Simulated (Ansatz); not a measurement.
## Hf(0001) with 2 thermally displaced layers, 2x2: scattering by thermal displacements

Wanted: the phonon-limited resistivity of Hf at 500 K by the Landauer route.

Method: Ansatz plane-wave DFT, PBE, PAW files; ballistic transport by layer matching (Landauer), zero bias; PAW set soft_1, in Ansatz 0.2.0.

## (1) Starting point

The cell holds 48 atoms: 48 Hf. Cell: a = 6.393 Å, b = 6.393 Å, c = 30.347 Å, α = 90.0°, β = 90.0°, γ = 120.0°. It derives from Hf. Regions: lead, 40 atoms (40 Hf); scattering region, 8 atoms (8 Hf). The structure is stacked along c, and the current runs across the ab planes.

## (2) With 2 displaced layers

Each atom of 2 layers is moved at random, by amounts drawn from a normal law 0.0804 Å wide in each direction from the Debye model (252 K) at 500 K. The layers about the cell's end stay perfect and serve as the lead. Disorder leaves little or no symmetry, which makes such runs dear. Energies from -0.05 to 0.05 eV in steps of 0.05 eV are too few for the program's thermal sum, so it prints no conductance; for a metal the transmission near the Fermi level serves, at a fraction of the cost.

File input.yaml:

```yaml
crystal:
  lattice:
    - [6.3934, 0.0, 0.0]
    - [-3.1967, 5.5368468166, 0.0]
    - [0.0, 0.0, 30.3468]
  atoms:
    - { symbol: Hf, position: [0.1666666667, 0.3333333333, 0.0416666667] }
    - { symbol: Hf, position: [0.1666666667, 0.8333333333, 0.0416666667] }
    - { symbol: Hf, position: [0.6666666667, 0.3333333333, 0.0416666667] }
    - { symbol: Hf, position: [0.6666666667, 0.8333333333, 0.0416666667] }
    - { symbol: Hf, position: [0.3333333333, 0.1666666667, 0.125] }
    - { symbol: Hf, position: [0.3333333333, 0.6666666667, 0.125] }
    - { symbol: Hf, position: [0.8333333333, 0.1666666667, 0.125] }
    - { symbol: Hf, position: [0.8333333333, 0.6666666667, 0.125] }
    - { symbol: Hf, position: [0.1666666667, 0.3333333333, 0.2083333333] }
    - { symbol: Hf, position: [0.1666666667, 0.8333333333, 0.2083333333] }
    - { symbol: Hf, position: [0.6666666667, 0.3333333333, 0.2083333333] }
    - { symbol: Hf, position: [0.6666666667, 0.8333333333, 0.2083333333] }
    - { symbol: Hf, position: [0.3333333333, 0.1666666667, 0.2916666667] }
    - { symbol: Hf, position: [0.3333333333, 0.6666666667, 0.2916666667] }
    - { symbol: Hf, position: [0.8333333333, 0.1666666667, 0.2916666667] }
    - { symbol: Hf, position: [0.8333333333, 0.6666666667, 0.2916666667] }
    - { symbol: Hf, position: [0.1666666667, 0.3333333333, 0.375] }
    - { symbol: Hf, position: [0.1666666667, 0.8333333333, 0.375] }
    - { symbol: Hf, position: [0.6666666667, 0.3333333333, 0.375] }
    - { symbol: Hf, position: [0.6666666667, 0.8333333333, 0.375] }
    - { symbol: Hf, position: [0.3339553297, 0.1647483213, 0.4600301084] }
    - { symbol: Hf, position: [0.3307632152, 0.6588880063, 0.4592913655] }
    - { symbol: Hf, position: [0.8566087534, 0.1804195925, 0.456468814] }
    - { symbol: Hf, position: [0.8128941322, 0.6576158592, 0.4584428249] }
    - { symbol: Hf, position: [0.1358387637, 0.3301561757, 0.5383656737] }
    - { symbol: Hf, position: [0.1535060585, 0.82542994, 0.5408286416] }
    - { symbol: Hf, position: [0.6794126539, 0.3484720697, 0.541326119] }
    - { symbol: Hf, position: [0.6790213833, 0.8236737864, 0.542597979] }
    - { symbol: Hf, position: [0.3333333333, 0.1666666667, 0.625] }
    - { symbol: Hf, position: [0.3333333333, 0.6666666667, 0.625] }
    - { symbol: Hf, position: [0.8333333333, 0.1666666667, 0.625] }
    - { symbol: Hf, position: [0.8333333333, 0.6666666667, 0.625] }
    - { symbol: Hf, position: [0.1666666667, 0.3333333333, 0.7083333333] }
    - { symbol: Hf, position: [0.1666666667, 0.8333333333, 0.7083333333] }
    - { symbol: Hf, position: [0.6666666667, 0.3333333333, 0.7083333333] }
    - { symbol: Hf, position: [0.6666666667, 0.8333333333, 0.7083333333] }
    - { symbol: Hf, position: [0.3333333333, 0.1666666667, 0.7916666667] }
    - { symbol: Hf, position: [0.3333333333, 0.6666666667, 0.7916666667] }
    - { symbol: Hf, position: [0.8333333333, 0.1666666667, 0.7916666667] }
    - { symbol: Hf, position: [0.8333333333, 0.6666666667, 0.7916666667] }
    - { symbol: Hf, position: [0.1666666667, 0.3333333333, 0.875] }
    - { symbol: Hf, position: [0.1666666667, 0.8333333333, 0.875] }
    - { symbol: Hf, position: [0.6666666667, 0.3333333333, 0.875] }
    - { symbol: Hf, position: [0.6666666667, 0.8333333333, 0.875] }
    - { symbol: Hf, position: [0.3333333333, 0.1666666667, 0.9583333333] }
    - { symbol: Hf, position: [0.3333333333, 0.6666666667, 0.9583333333] }
    - { symbol: Hf, position: [0.8333333333, 0.1666666667, 0.9583333333] }
    - { symbol: Hf, position: [0.8333333333, 0.6666666667, 0.9583333333] }
kpoints:
  mp_grid: { grid: [4, 4, 1] }
hamiltonian:
  xc: pbe
  pseudopotentials: { kind: paw, azcp: { folder: soft_1 } }
scf:
  occupations: { method: fermi_dirac, width: 0.1 }
output:
  transmission: { leads: [[0, 8]], kmesh: [8, 8], e_range: [-0.05, 0.05], de: 0.05 }
  write_potential: true
  write_density: true
  volumetric_format: npy
  elf: true
```

The run is started by

```
$ ansatz run input.yaml --threads 4 --pin off --max-ram 15360MiB --backend cpu --events-out ev --progress --plain --runs-dir out
```

Numbers of over 12 decimals in the logs are rounded to 6 here.

The program printed:

```text
Engine: ansatz 0.2.0, x86_64-unknown-linux-gnu
Pseudopotentials: kind: paw
Pseudopotential: Hf, paw, valence charge 26, recommended cutoff 420 eV (normal), soft_1/Hf.paw.azcp
Functional definition: PBE
  parameter kappa = 0.804
  parameter beta = 0.066725
  exchange = pbe_x(kappa = kappa, mu = beta*pi^2/3)
  correlation = pbe_c(beta = beta)
Crystal: 48 atoms, lattice volume = 1074.255 Å³
Basis set: ecut = 420 eV, 21065 PW (Γ)
Bands: 749, of which v1, the nominal top of the filled ones, is band 624 counted from 1 (623 counted from 0)
Symmetry: 1 space group operations
Space group: P1 (ITA 1), of the structure as read, at distance tolerance 1.0e-4 Å
k-points: 10 of 16 (time reversal used)
Non-local potential: Hf, projectors of the file, l = 0: 3, l = 1: 2, l = 2: 2, l = 3: 3
PAW form: soft (Blöchl's): semilocal exchange-correlation on the pseudo side does not see the compensation charge
PAW one-centre angular grid: Hf, 590 points (default); XC on 64 Gauss nodes
Initial density: superposition of atomic densities (chi_scale 0.1, normalization cell)
Initial wavefunctions: pseudopotential atomic-orbital guess
Functional: x = pbe(κ = 0.804, μ = 0.219515), c = pbe(β = 0.066725)
SCF iter   1: F=—  HF=-754671.546423 eV  |F-HF|=—  |Δ(HF+E_count)|=         —  Δρ=3.56e-2  dr2=1.81e1  ethr=3.10e-3  ⟨swp⟩=6.0  Hψ=22540  notcnv=0  defer=143
preconditioner: auto → Kerker (q_TF=auto, 2.797 Å⁻¹)  [metal: Δε(μ)=0.002 eV  Ē_g=16.453 eV  σ=0.100 eV  W_gap=0.00  n_scr=380 (ndim 8)  ℏωp=38.5 eV  f_vac=0.000  D(μ)=33.97/eV (n_scr^D=268)]
SCF iter   2: F=—  HF=-754668.342613 eV  |F-HF|=—  |Δ(HF+E_count)|=    3.20e0  Δρ=2.29e-2  dr2=7.16e0  ethr=1.45e-3  ⟨swp⟩=3.1  Hψ=13604  notcnv=0  defer=375
SCF iter   3: F=—  HF=-754667.191302 eV  |F-HF|=—  |Δ(HF+E_count)|=    1.15e0  Δρ=8.81e-3  dr2=1.01e0  ethr=5.74e-4  ⟨swp⟩=2.0  Hψ=12310  notcnv=0  defer=375
SCF iter   4: F=—  HF=-754666.103386 eV  |F-HF|=—  |Δ(HF+E_count)|=    1.09e0  Δρ=3.54e-3  dr2=9.77e-2  ethr=8.10e-5  ⟨swp⟩=2.3  Hψ=14430  notcnv=0  defer=375
SCF iter   5: F=—  HF=-754666.136535 eV  |F-HF|=—  |Δ(HF+E_count)|=   3.31e-2  Δρ=8.62e-4  dr2=1.60e-2  ethr=7.83e-6  ⟨swp⟩=3.2  Hψ=13883  notcnv=0  defer=375
SCF iter   6: F=—  HF=-754666.140414 eV  |F-HF|=—  |Δ(HF+E_count)|=   3.88e-3  Δρ=2.53e-4  dr2=1.80e-3  ethr=1.28e-6  ⟨swp⟩=2.4  Hψ=13929  notcnv=0  defer=375
SCF iter   7: F=—  HF=-754666.140141 eV  |F-HF|=—  |Δ(HF+E_count)|=   2.73e-4  Δρ=1.37e-4  dr2=2.11e-4  ethr=1.44e-7  ⟨swp⟩=3.1  Hψ=13774  notcnv=0  defer=375
SCF iter   8: F=—  HF=-754666.140184 eV  |F-HF|=—  |Δ(HF+E_count)|=   4.28e-5  Δρ=4.44e-5  dr2=2.38e-5  ethr=1.69e-8  ⟨swp⟩=3.0  Hψ=15153  notcnv=0  defer=375
SCF iter   9: F=—  HF=-754666.140643 eV  |F-HF|=—  |Δ(HF+E_count)|=   4.59e-4  Δρ=1.26e-5  dr2=3.17e-6  ethr=1.91e-9  ⟨swp⟩=3.4  Hψ=15934  notcnv=0  defer=375
SCF iter  10: F=—  HF=-754666.140643 eV  |F-HF|=—  |Δ(HF+E_count)|=   2.57e-7  Δρ=7.74e-6  dr2=1.51e-6  ethr=2.54e-10  ⟨swp⟩=4.6  Hψ=21183  notcnv=0  defer=375
SCF iter  11: F=—  HF=-754666.140642 eV  |F-HF|=—  |Δ(HF+E_count)|=   6.79e-7  Δρ=2.58e-6  dr2=1.25e-7  ethr=1.21e-10  ⟨swp⟩=3.2  Hψ=15224  notcnv=0  defer=375
SCF iter  12: F=-754666.140642 eV  HF=-754666.140642 eV  |F-HF|=1.64e-8  |Δ(HF+E_count)|=   9.31e-9  Δρ=9.31e-7  dr2=1.30e-8  ethr=8.01e-12  ⟨swp⟩=19.6  Hψ=48272  notcnv=0
SCF 1 converged in 12 iterations: F = -754666.140642 eV  dr2 = 1.30e-8
  greatest PAW one-centre occupation: 0.999 electrons in one spin orbital (limit 2), on the Hf atom at site 28 (counted from 0), in its partial waves of l = 0
transmission: 138 of 1326 steps passed
transmission: 273 of 1326 steps passed
[...]
transmission: 1326 of 1326 steps passed
SCF converged after 12 iterations
Free energy (F): -754666.140642 eV
Harris-Foulkes:  -754666.140642 eV  (|F-HF|=1.64e-8)
Internal energy: -754664.852947 eV  (E = F + TS)
E sigma→0 (E₀):  -754665.496795 eV
Entropy (-TS):   -1.287694 eV (-26.827 meV/atom)
Fermi energy:    18.128211 eV
--- Per-component energies (eV) ---
  E_band       = -450.647238
  E_kinetic    = 19634.877821
  E_local      = -303321.778095  (includes V_loc(G=0)·N_el)
  E_nonlocal   = 2776.276642
  E_hartree    = 147738.062568
  E_xc         = -12799.991094
  E_vxc        = -12235.863060  (∫ρ·V_xc dr)
  E_paw        = -369426.468201  (= ΣΔE_a)
  E_vpaw       = -2780.306721  (= ΣTr[D̂ρ^β])
  E_aug_tail   = 0.004002  (compensation charges beyond the density's cutoff)
  E_ewald      = -239265.836590
  E_smearing   = -1.287694  (= −TS)
  E_closure    = -0.000000  (closes the sum)
  Σ components = -754666.140642   (vs F -754666.140642, Δ=0.00e0)
--- Band table (eV; the first three rows and the last of 10) ---
  k-point 0: bands = [... 620 lower, 18.8527, 18.9075, 18.9203, 18.9387, 18.9600, 18.9853, 19.0161, 19.0372, ... 121 higher]
  k-point 1: bands = [... 620 lower, 18.4225, 18.4402, 18.4494, 18.4671, 18.4921, 18.4978, 18.5086, 18.5182, ... 121 higher]
  k-point 2: bands = [... 620 lower, 17.7852, 17.7915, 17.8559, 17.8827, 17.9704, 17.9884, 18.0236, 18.0285, ... 121 higher]
  k-point 9: bands = [... 620 lower, 17.7806, 17.8027, 17.8388, 17.8679, 17.9923, 18.0052, 18.0285, 18.0330, ... 121 higher]
--- Transmission ---
  basis      : 313 plane waves across, 39 finite elements along
  points     : 34, standing for a mesh of 8 x 8
  energies   : 3 from -0.050000 to 0.050000 eV about the Fermi level, 0.050000 eV apart; the leads are filled to 0.000000 eV, and channels, transmission and decay are at 0.000000 eV
  crystal 0  : Hf8, at the sites [0, 8], period 5.0578 Å, over 25.29 Å; its Hamiltonian steps by up to 9.5 meV
    offset         : up to 0.0000 Å between an atom of the period and one for which it stands
    channels       : 2.843750e0 a spin
    conductance    : none, the energies end too early or step too widely for 300 K: set another output.transmission.e_range or a lower de, or, where they end at an eighth of basis.ecutwfc, a higher one
  junction   : crystal 0 to crystal 0, 0.70 to 25.99 Å
    transmission   : 2.401732e0 a spin
    conductance    : none, the energies end too early or step too widely for 300 K: set another output.transmission.e_range or a lower de, or, where they end at an eighth of basis.ecutwfc, a higher one
```

Elapsed: 14 min, on 4 threads of Intel Xeon 6975P-C (Granite Rapids), shared host; peak memory 6.9 GiB; 51 min of CPU time.

In the SCF lines HF is the Harris–Foulkes energy and dr2 the Hartree energy of the density residual, in eV; the loop may stop once dr2 is under the threshold and the program's other checks hold. Hψ counts applications of the Hamiltonian.

This step gave:

* free energy: -754666.1406 eV
* energy at zero smearing: -754665.4968 eV
* Fermi energy: 18.13 eV
* cell area: 35.40 Å²
* transmission per spin nearest the Fermi level: 2.402
* open channels per spin nearest the Fermi level: 2.844
* step of the lead's potential: 9.5 meV

Per spin. Table of transmission, zone mean by energy, zero at the Fermi level:

| energy (eV) | transmission, zone mean |
| --- | --- |
| -0.0500 | 2.36 |
| 0.0000 | 2.40 |
| 0.0500 | 2.19 |

Per spin. Open channels, zone mean, lead against energy, zero at the Fermi level:

| energy (eV) | open channels, zone mean, lead |
| --- | --- |
| -0.0500 | 2.62 |
| 0.0000 | 2.84 |
| 0.0500 | 2.66 |

Transmission over k1 and k2. At 0.0000 eV from the Fermi level.

Ten even steps from '_' (1.46) to '@' (4.71):
```
..@@++**@@..____
..==......**..__
__==........++__
++@@....__....@@
____++........==
..__..**......==
..____..@@**++@@
**....__==__....
```
Columns: k1 (b1) from -0.5 to 0.375; rows upwards: k2 (b2) from -0.5 to 0.375.

Open channels over k1 and k2. At 0.0000 eV from the Fermi level.

Values, 8 rows by 8 columns:
```
2.00 6.00 4.00 4.00 6.00 2.00 2.00 2.00
2.00 4.00 2.00 2.00 2.00 4.00 2.00 2.00
2.00 4.00 2.00 2.00 2.00 2.00 4.00 2.00
4.00 6.00 2.00 2.00 2.00 2.00 2.00 6.00
2.00 2.00 4.00 2.00 2.00 2.00 2.00 4.00
2.00 2.00 2.00 4.00 2.00 2.00 2.00 4.00
2.00 2.00 2.00 2.00 6.00 4.00 4.00 6.00
4.00 2.00 2.00 2.00 4.00 2.00 2.00 2.00
```
Columns: k1 (b1) from -0.5 to 0.375; rows upwards: k2 (b2) from -0.5 to 0.375.

ELF in the ca plane at fractional y = 0.165, with atoms of Hf within 0.2 Å of it. It is the smooth field of the valence electrons, not physical close to the nuclei.

Ten even steps from '0' (0.14) to '9' (0.86), each cell a mean:
```
22014530121001210476301100012102552022100121
52159983145555512899721433344127996125555540
73279995147777623899832677775149998326777741
62159984146556522699612566665128996225655640
22025641122112220244102321123103652023211220
02100100210010021000022100001210110120010012
01431123310221023311343001100342112420122013
01321013310120023100122000001331002320021013
02101210110000120012101100001200210021000011
42037861033223420478611343233115874024322330
63169995147777622799941477664138997226777741
63179995147777622799941477764049997226777741
42047872034333420488621454443016885124433430
12002320121000121023101211012101331021000121
01310002310120023100122001001320001320021013
01432124300221024211242013200342113420122013
02200001210010021010012002101210000220010012
```
Columns run along c (16.0 Å, from fractional 0.24 to 0.76 of the cell), rows up along a (6.4 Å). Atoms in or near the plane, at fractional coordinates: Hf at (0.29, 0.33), Hf at (0.29, 0.83), Hf at (0.46, 0.33), Hf at (0.46, 0.86), Hf at (0.63, 0.33), Hf at (0.63, 0.83).

Electrostatic potential energy in the ca plane at fractional y = 0.165, with atoms of Hf within 0.2 Å of it. With pseudopotentials it is smooth inside the atoms' cores, unlike the true potential.

Ten even steps from '0' (-15 eV) to '9' (20 eV), each cell a mean:
```
99852136898888986300378876789873124799888898
99610003799999984011058998999840001589999997
99501302799999983022048999999730320489999997
99610103799999985000158999999840100589999997
99841126899888997522589998899863114799888998
89986678997667899877899987789987667998766799
79999899987546899999999875578999899998545789
79998889987546899988999876679999889998645789
89875468998777898754689987889986457898777899
99730015899989997300158999999851002699989998
99611202799999985012027999999830210589999997
99501302799999985013027999999730220489999997
99730004899999997200158999999851002689999998
89864357998778998643579988899985346898877899
89998889987556899888899875679998888998655789
79999999987446899988999754478999999998545789
89987778997657898766789864578998778998656799
```
Columns run along c (16.0 Å, from fractional 0.24 to 0.76 of the cell; values clipped at the 3rd and 97th percentile), rows up along a (6.4 Å). Atoms in or near the plane, at fractional coordinates: Hf at (0.29, 0.33), Hf at (0.29, 0.83), Hf at (0.46, 0.33), Hf at (0.46, 0.86), Hf at (0.63, 0.33), Hf at (0.63, 0.83).

Valence density in the ca plane at fractional y = 0.165, with atoms of Hf within 0.2 Å of it. It is the smooth field of the valence electrons, not physical close to the nuclei.

Values in e/Å³, 9 rows by 16 columns, each cell a mean:
```
 0  5  3  0  0  0  8  4  0  0  0  5  3  0  0  0
 0 17 12  0  0  0 16  9  0  0  0 17 13  0  0  0
 0  2  1  0  0  0  1  1  0  0  0  2  1  0  0  0
 0  0  0  0  1  0  0  0  0  0  0  0  0  0  1  0
 0  1  1  0  0  0  1  1  0  0  0  1  1  0  0  0
 0 14 10  0  0  0 12 12  0  0  0 14 10  0  0  0
 0  9  6  0  0  0  7  7  0  0  0  9  7  0  0  0
 0  0  0  0  0  0  0  0  0  0  0  0  0  0  0  0
 0  0  0  0  1  0  0  0  0  1  0  0  0  0  1  0
```
Columns run along c (16.0 Å, from fractional 0.24 to 0.76 of the cell), rows up along a (6.4 Å). Atoms in or near the plane, at fractional coordinates: Hf at (0.29, 0.33), Hf at (0.29, 0.83), Hf at (0.46, 0.33), Hf at (0.46, 0.86), Hf at (0.63, 0.33), Hf at (0.63, 0.83).

Over the solved energies the transmission per spin lies between 2.19 and 2.40, out of 2.71 channels of the lead on average (up to 2.84).

(Continued in part 2 of 2.)

[Logs are printed without paths, hosts, clocks, repeated set-up lines and the standing remarks that a program may print on its own settings, such as how far it seeks lower states.]

[Hosts, paths, dates, database ids (printed as entryN), source tags and the programs' standing remarks are cut or masked in the printed files.]
